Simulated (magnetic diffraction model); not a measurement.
## Which magnetic order? Y₄MgNiS₈

Space group Cmmm (no. 65), a = 6.4300 Å, b = 14.5930 Å, c = 6.4990 Å.

```csv
site,atom,x,y,z
4j,Y,0,0.6401,1/2
4i,Y,0,0.8644,0
2d,Ni,0,0,1/2
8o,S,0.2581,0,0.7440
4j,S,1/2,0.6798,1/2
4i,S,0,0.6729,0
2b,Mg,1/2,0,0
```

This is a made-up structure (elements placed in a structure type, unrelaxed), so the numbers test the method and describe no known phase.

Only Ni is taken to order (form factors of Ni2+); orders and moment sizes are assumed, and not adapted to the symmetry. Radiation: neutrons of λ = 2.52 Å, 3° to 70°; isotropic B of 0.24 Å² (Y), 0.24 Å² (Ni), 0.26 Å² (S) and 0.28 Å² (Mg). The intensities are simulated: I ∝ L Σ (|F_N|² + |F_M⊥|²) for unpolarised neutrons, with F_M = 2.695 fm/μB × Σ f(s) S exp(2πi Q·r) exp(−B s²) at Q = H ± k (one set where k and −k are equivalent), only the part normal to Q counting and L = 1/(sin²θ cos θ). For collinear order S is the moment m, which repeats by lattice and centring translations R with the sign exp(−2πi k·R). Form factors are spin-only for 3d ions and dipole or tabulated for f ions, scattering lengths are Sears's of 1992, and absorption is left out. A label names one of the reflections at its angle. The strongest nuclear line in the range is 100, and lines under 0.2 are left out.

Above the ordering temperature:

| 2θ (°) | index | I |
| --- | --- | --- |
| 19.89 | (0 2 0) | 21.3 |
| 22.36 | (0 0 1) | 2.1 |
| 24.73 | (1 1 0) | 2.4 |
| 30.10 | (0 2 1) | 1.4 |
| 37.91 | (1 3 0) | 1.4 |
| 40.41 | (0 4 0) | 0.7 |
| 44.45 | (1 3 1) | 77.5 |
| 45.63 | (0 0 2) | 42.0 |
| 46.15 | (2 0 0) | 41.2 |
| 46.66 | (0 4 1) | 1.7 |
| 50.23 | (0 2 2) | 1.8 |
| 50.72 | (2 2 0) | 1.8 |
| 51.86 | (2 0 1) | 0.6 |
| 52.59 | (1 1 2) | 1.9 |
| 56.08 | (2 2 1) | 0.6 |
| 56.60 | (1 5 0) | 0.3 |
| 60.77 | (1 3 2) | 1.9 |
| 61.62 | (1 5 1) | 59.2 |
| 62.40 | (0 6 0) | 31.1 |
| 62.56 | (0 4 2) | 18.2 |
| 62.98 | (2 4 0) | 18.0 |
| 66.91 | (2 0 2) | 100.0 |
(The table stops after 22 lines; 2 more lie at higher angle.)

Below it (cell unchanged):

| 2θ (°) | I |
| --- | --- |
| 16.61 | 3.6 |
| 19.89 | 21.3 |
| 21.80 | 2.8 |
| 22.36 | 2.1 |
| 24.73 | 2.4 |
| 29.68 | 1.6 |
| 30.10 | 1.4 |
| 36.11 | 1.1 |
| 37.91 | 1.4 |
| 38.80 | 1.0 |
| 38.91 | 0.9 |
| 39.21 | 0.2 |
| 40.41 | 0.7 |
| 44.07 | 0.7 |
| 44.34 | 0.3 |
| 44.45 | 77.5 |
| 45.63 | 42.0 |
| 46.15 | 41.2 |
| 46.66 | 1.7 |
| 48.69 | 0.6 |
| 49.13 | 0.3 |
| 50.23 | 1.8 |
| 50.72 | 1.8 |
| 51.02 | 0.5 |
| 51.26 | 0.3 |
| 51.35 | 0.3 |
| 51.86 | 0.6 |
| 52.59 | 1.9 |
| 55.61 | 0.3 |
| 56.08 | 0.6 |
| 56.60 | 0.3 |
| 59.27 | 0.3 |
| 59.35 | 0.3 |
| 59.52 | 0.3 |
| 59.57 | 0.2 |
| 60.77 | 1.9 |
(The table stops after 36 lines; 11 more lie at higher angle.)

**Question.** Check that the new lines index with k = (1/2 1/2 1/2), then choose among these models:
A. collinear moments along [100], 1.93 μB on Ni
B. collinear moments along [101], 1.93 μB on Ni
C. collinear moments along [111], 1.93 μB on Ni

The new lines index as (1/2 1/2 1/2) at 16.61°, (1/2 -3/2 1/2) at 21.80°, (1/2 5/2 1/2) at 29.68° and (1/2 1/2 3/2) at 36.11°, that is as H ± k with k = (1/2 1/2 1/2), one of 2 inequivalent arms of its star (k and −k counted as one), which a powder can't tell apart. Half indices mean that the moments reverse under translations with k·R a half-integer, and the magnetic cell has twice the primitive volume.

Magnetic intensity, observed (below minus above) and for each model:

| 2θ (°) | index | observed | A | B | C |
| --- | --- | --- | --- | --- | --- |
| 16.61 | (1/2 1/2 1/2) | 3.6 | 3.6 | 3.6 | 4.5 |
| 29.68 | (1/2 5/2 -1/2) | 1.6 | 1.6 | 1.6 | 0.5 |
| 36.11 | (1/2 1/2 3/2) | 1.1 | 1.1 | 0.6 | 1.0 |
| 36.42 | (3/2 -1/2 1/2) | <0.2 | <0.2 | 0.6 | 1.1 |
| 38.80 | (1/2 -7/2 1/2) | 1.0 | 1.0 | 1.0 | 0.6 |
| 38.91 | (1/2 -3/2 3/2) | 0.9 | 0.9 | 0.6 | 0.9 |
| 44.34 | (3/2 -5/2 1/2) | 0.3 | 0.3 | 0.5 | 0.7 |
| 48.69 | (1/2 9/2 1/2) | 0.6 | 0.6 | 0.6 | <0.2 |

Model A matches.

The structure used: k = (1/2 1/2 1/2), collinear moments along [100], 1.93 μB on Ni.

[Logs are printed without paths, hosts, clocks, repeated set-up lines and the standing remarks that a program may print on its own settings, such as how far it seeks lower states.]
